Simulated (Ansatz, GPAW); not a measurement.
# Work function of a 5-layer slab of Ag(100) at several levels, part 2 of 2

Aim: the work function of both faces of a 5-layer slab of Ag(100), and its spread over functionals and bases.

GPAW 26.7.0 and Ansatz 0.2.0; GPAW, PAW setups; slab in vacuum (the session's first sound run).

So far, upper work function (eV): step 2 (relaxation, PBE, GPAW) 4.28; step 3 (plane waves, PBE) 4.28; step 4 (self-consistent run: xc = "revPBE") 4.10; step 5 (self-consistent run: xc = "LDA") 4.70; step 6 (self-consistent run: xc = "RPBE") 4.07.

### 7. Real-space grid: mode = "fd"

A real-space grid is a second complete basis, so it checks the plane-wave result.

File run.py:

```python
import json
import numpy as np
from ase import Atoms
from gpaw import GPAW

slab = Atoms(
    ['Ag', 'Ag', 'Ag', 'Ag', 'Ag'],
    positions=[
        [0.00000, 0.00000, 9.00000],
        [1.44603, 1.44603, 11.04500],
        [0.00000, -0.00000, 13.16552],
        [1.44603, 1.44603, 15.28732],
        [-0.00000, -0.00000, 17.37279]],
    cell=[[2.89207, 0.0, 0.0], [0.0, 2.89207, 0.0], [0.0, 0.0, 26.18]],
    pbc=[True, True, False])

slab.calc = GPAW(mode='fd', h=0.18, xc='PBE', kpts={'size': (11, 11, 1), 'gamma': True},
                 occupations={'name': 'fermi-dirac', 'width': 0.1}, nbands='160%',
                 convergence={'density': 1e-05}, maxiter=200,
                 poissonsolver={'dipolelayer': 'xy'},
                 symmetry={'tolerance': 1e-3}, txt='slab.txt')
result = {}
energy = slab.get_potential_energy()
fermi = slab.calc.get_fermi_level()
v = slab.calc.get_electrostatic_potential().mean((0, 1)) - fermi
n = slab.calc.get_pseudo_density().mean((0, 1))
L = slab.cell[2, 2]
z = np.arange(len(v)) * L / len(v)
low, high = slab.positions[:, 2].min(), slab.positions[:, 2].max()
below, above = np.interp([low - 6.8, high + 6.8], z, v)
slopes = [np.interp(x, z, np.gradient(v, z)) for x in (low - 6.8, high + 6.8)]
eps = np.array([[slab.calc.get_eigenvalues(k, s) for k in range(len(slab.calc.get_ibz_k_points()))]
                for s in range(slab.calc.get_number_of_spins())]) - fermi
top, bottom = eps[eps < 0].max(), eps[eps > 0].min()
dipole = slab.get_dipole_moment()[2]
print(f'energy {energy:.4f} eV, Fermi level {fermi:.4f} eV, dipole {dipole:.5f} e A')
print(f'potential 6.8 A off the faces, from the Fermi level: lower {below:.4f} eV, upper {above:.4f} eV')
print(f'slope of the potential there: lower {slopes[0]:.5f}, upper {slopes[1]:.5f} eV/A')
print(f'nearest levels on the mesh: {top:.4f} and {bottom:.4f} eV')
print('magnetic moment', round(slab.get_magnetic_moment(), 3))
result.update(energy=energy, fermi=fermi, dipole=dipole, below=below, above=above, slopes=slopes, edges=[top, bottom],
              z=z.tolist(), v=v.tolist(), n=n.tolist(), positions=slab.positions.tolist(),
              forces=slab.get_forces(apply_constraint=False).tolist(), moments=slab.get_magnetic_moments().tolist())
json.dump(result, open('result.json', 'w'))
```

The run is started by

```bash
$ OMP_NUM_THREADS=1 OPENBLAS_NUM_THREADS=1 python run.py
```

Numbers of over 12 decimals in the logs are rounded to 6 here.

The program printed:

```text
energy -13.6388 eV, Fermi level -4.2668 eV, dipole -0.00052 e A
potential 6.8 A off the faces, from the Fermi level: lower 4.2611 eV, upper 4.2724 eV
slope of the potential there: lower -0.00002, upper 0.00000 eV/A
nearest levels on the mesh: -0.0034 and 0.0502 eV
magnetic moment 0.0
```

It took 18 min on 1 thread of Arm Neoverse V1, shared host; peak memory 1.3 GiB.

Numbers from this step:

- dipole along the normal: -5.22e-4 e·Å
- levels nearest the Fermi level on the mesh: -0.003381, 0.05022 eV from the Fermi level
- upper work function: 4.272 eV
- lower work function: 4.261 eV

The electrostatic potential energy of an electron (without an applied field's), less the Fermi level, planar mean oscillates, so the rows of the table below give means over windows of 2.09 Å about each position, cut where the curve ends. Its maxima inside the range that stand out by 2 % of the span (Å: eV): 10.0: -0.734, 12.1: -0.222, 14.2: -0.240, 16.4: -0.431. Its minima: 9.0: -17.3, 11.0: -17.4, 13.2: -17.4, 15.3: -17.5, 17.4: -17.3.

Table of electrostatic potential energy of an electron (without an applied field's), less the Fermi level, planar mean by z; means over each step:

```csv
z (Å),"electrostatic potential energy of an electron (without an applied field's), less the Fermi level, planar mean (eV)"
1.04,4.26
3.13,4.26
5.22,4.25
7.31,2.83
9.40,-7.96
11.49,-7.84
13.58,-7.79
15.67,-7.93
17.77,-6.78
19.85,4.10
21.95,4.27
24.03,4.27
```

The upper face's work function is 4.272 eV, against 4.276 eV in the first plane-wave PBE run at this geometry.

### 8. Atomic orbitals: mode = "lcao"

Atom-centred orbitals end a few angstrom from the surface, which tests how much the density's tail matters.

run.py, as its differences from that of step 7:

```diff
@@ -16,4 +16,4 @@
 
-slab.calc = GPAW(mode='fd', h=0.18, xc='PBE', kpts={'size': (11, 11, 1), 'gamma': True},
-                 occupations={'name': 'fermi-dirac', 'width': 0.1}, nbands='160%',
+slab.calc = GPAW(mode='lcao', basis='dzp', h=0.18, xc='PBE', kpts={'size': (11, 11, 1), 'gamma': True},
+                 occupations={'name': 'fermi-dirac', 'width': 0.1}, nbands='120%',
                  convergence={'density': 1e-05}, maxiter=200,
```

The program printed:

```text
energy -11.8819 eV, Fermi level -4.2333 eV, dipole -0.00048 e A
potential 6.8 A off the faces, from the Fermi level: lower 4.2281 eV, upper 4.2385 eV
slope of the potential there: lower -0.00000, upper 0.00000 eV/A
nearest levels on the mesh: -0.0119 and 0.0454 eV
magnetic moment 0.0
```

The job ended after 24 min (1 thread; peak memory 0.42 GiB).

Numbers from this step:

```
dipole along the normal                    : -4.79e-4 e·Å
levels nearest the Fermi level on the mesh : -0.01193, 0.04542 eV from the Fermi level
upper work function                        : 4.239 eV
lower work function                        : 4.228 eV
```

The upper face's work function is 4.239 eV, against 4.276 eV in the first plane-wave PBE run at this geometry.

### 9. All levels side by side

Times are for 1 thread of Arm Neoverse V1, shared host. The runs compared:

```csv
no.,run,upper work function (eV),lower work function (eV),time,memory (GiB)
1,pw,4.276,4.264,2.9 min,0.27
2,revPBE,4.099,4.087,3 min,0.27
3,LDA,4.699,4.686,3.6 min,0.28
4,RPBE,4.073,4.061,3.1 min,0.27
5,fd,4.272,4.261,18 min,1.3
6,lcao,4.239,4.228,24 min,0.42
```

### 10. A second plane-wave code

A second program with its own datasets checks the number independently.

This step: Ansatz plane waves; slab in vacuum with a dipole correction (Ansatz 0.2.0).

File input.yaml:

```yaml
crystal:
  lattice:
    - [2.8920667351, 0.0, 0.0]
    - [0.0, 2.8920667351, 0.0]
    - [0.0, 0.0, 26.18]
  atoms:
    - { symbol: Ag, position: [0.0, 0.0, 0.3437738732] }
    - { symbol: Ag, position: [0.4999988356, 0.4999988356, 0.4218869366] }
    - { symbol: Ag, position: [0.0, 0.0, 0.5028847416] }
    - { symbol: Ag, position: [0.4999988356, 0.4999988356, 0.5839310715] }
    - { symbol: Ag, position: [0.0, 0.0, 0.663590289] }
kpoints:
  mp_grid: { grid: [11, 11, 1] }
hamiltonian:
  xc: pbe
scf:
  occupations: { method: fermi_dirac, width: 0.1 }
efield:
  axis: 3
  dipole_correction: true
  ramp_width: 0.05
output:
  forces: true
  write_potential: true
  write_density: true
  volumetric_format: npy
  elf: true
```

The run is started by

```bash
$ ansatz run input.yaml --threads 4 --pin off --max-ram 8192MiB --backend cpu --events-out ev --progress --plain --runs-dir out
```

The program printed:

```text
Warning: the atoms were moved onto the symmetric positions of the space group found under crystal.symmetry.tolerance 1.0e-5 (fractional; no operation is sought that the atoms, as they stand in a round, miss by more than twice it, and no atom is moved by as much as it), and the run uses the moved positions. Before a round's move an operation carried an atom to 5.71e-6 Å from where it should land, the largest such dist [...]
Engine: ansatz 0.2.0, aarch64-unknown-linux-gnu
Pseudopotentials: kind: paw
Pseudopotential: Ag, paw, valence charge 19, recommended cutoff 420 eV (normal), Ag.paw.azcp
Functional definition: PBE
  parameter kappa = 0.804
  parameter beta = 0.066725
  exchange = pbe_x(kappa = kappa, mu = beta*pi^2/3)
  correlation = pbe_c(beta = beta)
Crystal: 5 atoms, lattice volume = 218.971 Å³
Basis set: ecut = 420 eV, 4243 PW (Γ), exchange–correlation on 40×40×360 points (8 copies of the dense FFT grid, shifted against one another)
Bands: 57, of which v1, the nominal top of the filled ones, is band 48 counted from 1 (47 counted from 0)
Symmetry: 8 space group operations
Space group: P4mm (ITA 99), of the structure as read, at distance tolerance 6.0e-5 Å
k-points: 21 of 121
Non-local potential: Ag, projectors of the file, l = 0: 3, l = 1: 2, l = 2: 2, l = 3: 1
PAW form: soft (Blöchl's): semilocal exchange-correlation on the pseudo side does not see the compensation charge
PAW one-centre angular grid: Ag, 590 points (default); XC on 64 Gauss nodes
Initial density: superposition of atomic densities (neutral atoms: chi_scale 0, normalization atom), corrected by the library's trained network
Initial wavefunctions: pseudopotential atomic-orbital guess
Functional: x = pbe(κ = 0.804, μ = 0.219515), c = pbe(β = 0.066725)
SCF iter   1: F=—  HF=-37951.934398 eV  |F-HF|=—  |Δ(HF+E_count)|=         —  Δρ=1.10e-3  dr2=2.50e-2  ethr=1.77e-3  p=-0.001 e·Å  D=-5.64e-4 V/Å  ΔV_dip=0.01 eV  dr2_dipole=9.95e-5  V_vac-E_F(+/−)=4.21/4.19 eV  ⟨swp⟩=7.7  Hψ=4863  notcnv=0  defer=14
efield: sawtooth ramp at fractional position 0.9787 (placed from the atoms, in the widest stretch of the axis that holds none; the zero of the levels goes with the place), width 0.0500; the density the first Hamiltonian is built on has a dipole p = -0.001 e·Å; the dipole correction subtracts the counter field D = -5.64e-4 V/Å, which shifts the + side's vacuum level by +0.01 eV against the − side's; the planar-averaged density in the ramp window peaks in size at 7.3e-6 e/Å³
preconditioner: auto → LDOS  [metal: Δε(μ)=0.054 eV  Ē_g=8.999 eV  σ=0.100 eV  W_gap=0.13  n_scr=46 (ndim 8)  ℏωp=18.6 eV  f_vac=0.560  D(μ)=1.58/eV (n_scr^D=8)  β→1.0]
SCF iter   2: F=—  HF=-37951.937907 eV  |F-HF|=—  |Δ(HF+E_count)|=   3.51e-3  Δρ=9.39e-4  dr2=1.99e-3  ethr=2.63e-5  p=-0.001 e·Å  D=-4.44e-4 V/Å  ΔV_dip=0.01 eV  dr2_dipole=1.71e-6  V_vac-E_F(+/−)=4.27/4.25 eV  ⟨swp⟩=2.3  Hψ=2393  notcnv=0  defer=36
SCF iter   3: F=—  HF=-37951.937583 eV  |F-HF|=—  |Δ(HF+E_count)|=   3.24e-4  Δρ=5.35e-4  dr2=6.08e-4  ethr=2.10e-6  p=-0.001 e·Å  D=-4.85e-4 V/Å  ΔV_dip=0.01 eV  dr2_dipole=1.77e-6  V_vac-E_F(+/−)=4.26/4.25 eV  ⟨swp⟩=2.1  Hψ=2118  notcnv=0  defer=36
SCF iter   4: F=—  HF=-37951.937446 eV  |F-HF|=—  |Δ(HF+E_count)|=   1.37e-4  Δρ=1.14e-4  dr2=6.58e-5  ethr=6.40e-7  p=-0.001 e·Å  D=-4.52e-4 V/Å  ΔV_dip=0.01 eV  dr2_dipole=3.03e-7  V_vac-E_F(+/−)=4.26/4.25 eV  ⟨swp⟩=2.0  Hψ=1701  notcnv=0  defer=36
SCF iter   5: F=—  HF=-37951.937281 eV  |F-HF|=—  |Δ(HF+E_count)|=   1.65e-4  Δρ=3.47e-5  dr2=2.93e-6  ethr=6.93e-8  p=-0.001 e·Å  D=-4.45e-4 V/Å  ΔV_dip=0.01 eV  dr2_dipole=4.51e-8  V_vac-E_F(+/−)=4.27/4.25 eV  ⟨swp⟩=2.1  Hψ=1686  notcnv=0  defer=36
SCF iter   6: F=—  HF=-37951.937281 eV  |F-HF|=—  |Δ(HF+E_count)|=   5.71e-8  Δρ=7.37e-6  dr2=1.08e-7  ethr=3.08e-9  p=-0.001 e·Å  D=-4.39e-4 V/Å  ΔV_dip=0.01 eV  dr2_dipole=3.19e-9  V_vac-E_F(+/−)=4.27/4.25 eV  ⟨swp⟩=2.0  Hψ=1985  notcnv=0  defer=36
SCF iter   7: F=-37951.937281 eV  HF=-37951.937281 eV  |F-HF|=2.41e-8  |Δ(HF+E_count)|=   1.12e-7  Δρ=2.21e-6  dr2=8.62e-9  ethr=1.05e-10  p=-0.001 e·Å  D=-4.38e-4 V/Å  ΔV_dip=0.01 eV  dr2_dipole=4.68e-10  V_vac-E_F(+/−)=4.26/4.25 eV  ⟨swp⟩=18.0  Hψ=9161  notcnv=0
SCF 1 converged in 7 iterations: F = -37951.937281 eV  dr2 = 8.62e-9
  greatest PAW one-centre occupation: 1.000 electrons in one spin orbital (limit 2), on the Ag atom at site 2 (counted from 0), in its partial waves of l = 0
WARN: The output density's exchange-correlation potential varies sharply where the density is thin. Do not read a vacuum level from v_tot or v_xc, or from such a field of the output density. On a cell that repeats whose density bears no net charge and no dipole along the vacuum's axis use v_es (v_loc + v_h of the components); under efield.dipole_correction with no amplitude use v_es + v_field, which holds any externa [...]
SCF converged after 7 iterations
Free energy (F): -37951.937281 eV
Harris-Foulkes:  -37951.937281 eV  (|F-HF|=2.41e-8)
Internal energy: -37951.888576 eV  (E = F + TS)
E sigma→0 (E₀):  -37951.912928 eV
Entropy (-TS):   -0.048705 eV (-9.741 meV/atom)
Fermi energy:    4.172935 eV
Dipole field:    D = -0.000410 V/Å  (p = -0.000496 e·Å, saw-weighted, corrected)
Work function:   Φ+ = 4.2645 eV   Φ− = 4.2537 eV
Levels:          The Fermi level and band energies are counted from a zero that moves with the ramp; work functions are not
--- Per-component energies (eV) ---
  E_band       = -2405.333025
  E_kinetic    = 2635.673310
  E_local      = -167154.597954  (includes V_loc(G=0)·N_el)
  E_nonlocal   = 401.359367
  E_hartree    = 82472.115474
  E_xc         = -922.293339
  E_vxc        = -1171.545102  (∫ρ·V_xc dr)
  E_paw        = -19511.673019  (= ΣΔE_a)
  E_vpaw       = -2060.437219  (= ΣTr[D̂ρ^β])
  E_aug_tail   = 0.001624  (compensation charges beyond the density's cutoff)
  E_efield     = 0.000000  (sawtooth field / dipole correction)
  E_vefield    = -0.000478  (∫n·V_field dr)
  E_ewald      = 64127.525963
  E_smearing   = -0.048705  (= −TS)
  E_closure    = -0.000000  (closes the sum)
  Σ components = -37951.937281   (vs F -37951.937281, Δ=0.00e0)
--- Forces (eV/Å), atoms counted from 1 ---
  atom   1  Ag     0.00000000     0.00000000    -0.08856538
  atom   2  Ag     0.00000000     0.00000000     0.08339028
  atom   3  Ag     0.00000000     0.00000000     0.01090036
  atom   4  Ag     0.00000000     0.00000000     0.02278691
  atom   5  Ag     0.00000000     0.00000000    -0.02851015
  max |Σ_I F_I| component: 2.03e-6 eV/Å
--- Band table (eV; the first three rows and the last of 21) ---
  k-point 0: bands = [... 44 lower, 1.2043, 1.2445, 1.3327, 1.3327, 2.2133, 4.2913, 5.4365, 8.2040, ... 5 higher]
  k-point 1: bands = [... 44 lower, 1.1469, 1.1486, 1.1963, 1.3474, 2.5377, 4.5501, 5.7769, 8.3492, ... 5 higher]
  k-point 2: bands = [... 44 lower, 1.0575, 1.2420, 1.3188, 1.5093, 3.1883, 5.2131, 6.6400, 8.7828, ... 5 higher]
  k-point 20: bands = [... 44 lower, 1.6478, 5.9173, 6.7217, 7.1793, 8.0632, 8.8287, 9.9246, 10.4261, ... 5 higher]
```

Run time: 7.8 s. Hardware: 4 threads; peak memory 0.64 GiB; 30 s of CPU time.

Numbers from this step:

| Property | Result |
| --- | --- |
| free energy | -37951.9373 eV |
| smearing term TS | 0.04871 eV |
| symmetry operations | 8 |
| upper work function | 4.264 eV |
| lower work function | 4.254 eV |
| dipole along the normal | -4.96e-4 e·Å |
| dipole field | -4.10e-4 V/Å |
| vacuum level above | 8.437 eV |
| vacuum level below | 8.427 eV |

The electrostatic potential energy of an electron (with the applied field's), less the Fermi level, planar mean oscillates, so the rows of the table below give means over windows of 2.04 Å about each position, cut where the curve ends. Its maxima inside the range that stand out by 2 % of the span (Å: eV): 10.0: -0.857, 12.1: -0.305, 14.3: -0.272, 16.3: -0.562. Its minima: 9.0: -10.2, 11.1: -10.4, 13.2: -10.2, 15.3: -10.4, 17.3: -10.1.

Electrostatic potential energy of an electron (with the applied field's), less the Fermi level, planar mean against z; means over each step:

```csv
z (Å),"electrostatic potential energy of an electron (with the applied field's), less the Fermi level, planar mean (eV)"
1.02,4.25
3.06,4.25
5.10,4.25
7.14,3.36
9.18,-5.77
11.22,-5.89
13.26,-5.82
15.30,-5.90
17.34,-5.58
19.38,3.67
21.42,4.26
23.46,4.26
25.50,4.26
```

The valence density, planar mean by z:

```csv
z (Å),"valence density, planar mean (e/Å³)"
5.5,1.8e-4
6.0,6.4e-4
6.5,0.00224
7.0,0.00805
7.5,0.0308
8.0,0.136
8.5,0.974
9.0,2.26
9.5,1.00
10.0,0.272
10.5,0.858
11.0,2.23
11.5,1.13
12.0,0.260
12.5,0.553
13.0,2.04
13.5,1.55
14.0,0.326
14.5,0.375
15.0,1.71
15.5,1.92
16.0,0.465
16.5,0.309
17.0,1.42
17.5,2.12
18.0,0.612
18.5,0.0908
19.0,0.0217
19.5,0.00574
20.0,0.00163
20.5,4.6e-4
21.0,1.3e-4
```

Force by atom:

```csv
atom,x (eV/Å),y (eV/Å),z (eV/Å),size
Ag1,0.0000,0.0000,-0.0886,0.0886
Ag2,0.0000,0.0000,0.0834,0.0834
Ag3,0.0000,0.0000,0.0109,0.0109
Ag4,0.0000,0.0000,0.0228,0.0228
Ag5,0.0000,0.0000,-0.0285,0.0285
```

ELF in the ca plane at fractional y = 0.000, with atoms of Ag within 0.2 Å of it. It is the smooth field of the valence electrons, not physical close to the nuclei.

Ten even steps from '0' (0.00) to '9' (0.82), each cell a mean:
```
00012468863211122579752211123688642110000000
00011246642211122356532211122466421100000000
00011223322221222223222221122233221100000000
00011122222221222222222221222222211100000000
00011222222221222222222221222222221100000000
00011234432211222244422221122344321100000000
00012357753211122467642211123577632100000000
00112479974211112589852111124699742110000000
```
Columns run along c (16.0 Å, from fractional 0.24 to 0.85 of the cell), rows up along a (2.9 Å). Atoms in or near the plane, at fractional coordinates: Ag at (0.34, 0.00), Ag at (0.50, 0.00), Ag at (0.66, 0.00).

Valence density in the ca plane at fractional y = 0.000, with atoms of Ag within 0.2 Å of it. It is the smooth field of the valence electrons, not physical close to the nuclei.

Ten steps, logarithmic in the rise over the least value, from '0' (0 e/Å³) to '9' (19 e/Å³), each cell a mean:
```
00001379973110012689852100113799731000000000
00000256652111111367631111112566520000000000
00000123321111111233311111111233210000000000
00000011111111111111111111111111100000000000
00000112211111111122211111111122110000000000
00000135532111111245421111112355310000000000
00001368863110112578742110113688631000000000
00001489974110012699962100014799841000000000
```
Columns run along c (16.0 Å, from fractional 0.24 to 0.85 of the cell), rows up along a (2.9 Å). Atoms in or near the plane, at fractional coordinates: Ag at (0.34, 0.00), Ag at (0.50, 0.00), Ag at (0.66, 0.00).

Electrostatic potential energy in the ca plane at fractional y = 0.000, with atoms of Ag within 0.2 Å of it. With pseudopotentials it is smooth inside the atoms' cores, unlike the true potential.

Ten even steps from '0' (-35 eV) to '9' (8 eV), each cell a mean:
```
99999610026999997300038999996200168999999999
99999742247999998632368999998422479999999999
99999986789999999876789999999876899999999999
99999998899999999998999999999988999999999999
99999988889999999988899999999888899999999999
99999864468999999754579999998644689999999999
99999620036999998410158999997310269999999999
99998510015999997300038999995100158999999999
```
Columns run along c (16.0 Å, from fractional 0.24 to 0.85 of the cell; values clipped at the 3rd and 97th percentile), rows up along a (2.9 Å). Atoms in or near the plane, at fractional coordinates: Ag at (0.34, 0.00), Ag at (0.50, 0.00), Ag at (0.66, 0.00).

The upper face's work function is 4.264 eV, against 4.276 eV in the first plane-wave PBE run at this geometry.

### 11. Side by side

Results and costs are gathered.

This step: comparison of work functions, dipole and cost (GPAW 26.7.0).

Ladder, by row:

```csv
step,code,"work function, upper (eV)","work function, lower (eV)",dipole (e Å),wall time (s),peak memory (GiB),threads
pw,GPAW,4.276,4.264,-4.88e-4,175.5,0.27,1
revPBE,GPAW,4.099,4.087,-4.71e-4,179.5,0.27,1
LDA,GPAW,4.699,4.686,-5.01e-4,216.7,0.28,1
RPBE,GPAW,4.073,4.061,-4.49e-4,185,0.27,1
fd,GPAW,4.272,4.261,-5.22e-4,1106,1.34,1
lcao,GPAW,4.239,4.228,-4.79e-4,1452,0.42,1
ansatz,Ansatz,4.264,4.254,-4.96e-4,7.76,0.64,4
```

### 12. A changed run

One more run, with changed settings.

This step: GPAW, PAW setups; slab in vacuum (GPAW 26.7.0).

run.py, as its differences from that of step 8:

```diff
@@ -3,3 +3,3 @@
 from ase import Atoms
-from gpaw import GPAW
+from gpaw import GPAW, PW
 
@@ -16,5 +16,5 @@
 
-slab.calc = GPAW(mode='lcao', basis='dzp', h=0.18, xc='PBE', kpts={'size': (11, 11, 1), 'gamma': True},
-                 occupations={'name': 'fermi-dirac', 'width': 0.1}, nbands='120%',
-                 convergence={'density': 1e-05}, maxiter=200,
+slab.calc = GPAW(mode=PW(400), xc='PBE', kpts={'size': (11, 11, 1), 'gamma': True},
+                 occupations={'name': 'fermi-dirac', 'width': 0.1}, nbands='160%',
+                 convergence={'density': 1e-05}, maxiter=3,
                  poissonsolver={'dipolelayer': 'xy'},
```

The run is started by

```bash
$ OMP_NUM_THREADS=1 OPENBLAS_NUM_THREADS=1 python run.py
```

The program printed:

```text
gpaw.KohnShamConvergenceError
```

Wall time 34 s (1 thread); peak memory 0.27 GiB.

No converged result was reached; the numbers in the log don't describe the system.

The fault put into the input: too few SCF iterations (maxiter = 3).

### 13. Summary of results

```yaml
work_function_upper_and_lower_face: 4.276 and 4.264 eV
dipole_along_the_normal: -4.9e-4 e Å
```

With plane waves and PBE the work function is 4.28 eV on the upper face and 4.26 eV on the lower. The measured value for this face is 4.36 eV (as compiled in "Anisotropic work function of elemental crystals", 2019, arxiv:1902.07811); the relaxed upper face lies 0.084 eV under it with PBE, and PBE comes nearest (4.28 eV). Measured work functions scatter by a tenth of an eV or more between methods. Over the sound runs of the table the upper face's work function spans 4.073 (RPBE) to 4.699 eV (LDA). The two plane-wave codes differ by 0.012 eV on the upper face. The small printed dipole stands for a step of 11 meV from the lower to the upper face, and the probes find 13 meV; values this small are near the numerical noise of both. The in-plane lattice was kept as typed, which isn't the functional's own and leaves some strain; spin-orbit coupling and temperature are left out.

[Logs are printed without paths, hosts, clocks, repeated set-up lines and the standing remarks that a program may print on its own settings, such as how far it seeks lower states.]

[Hosts, paths, dates, database ids (printed as entryN), source tags and the programs' standing remarks are cut or masked in the printed files.]
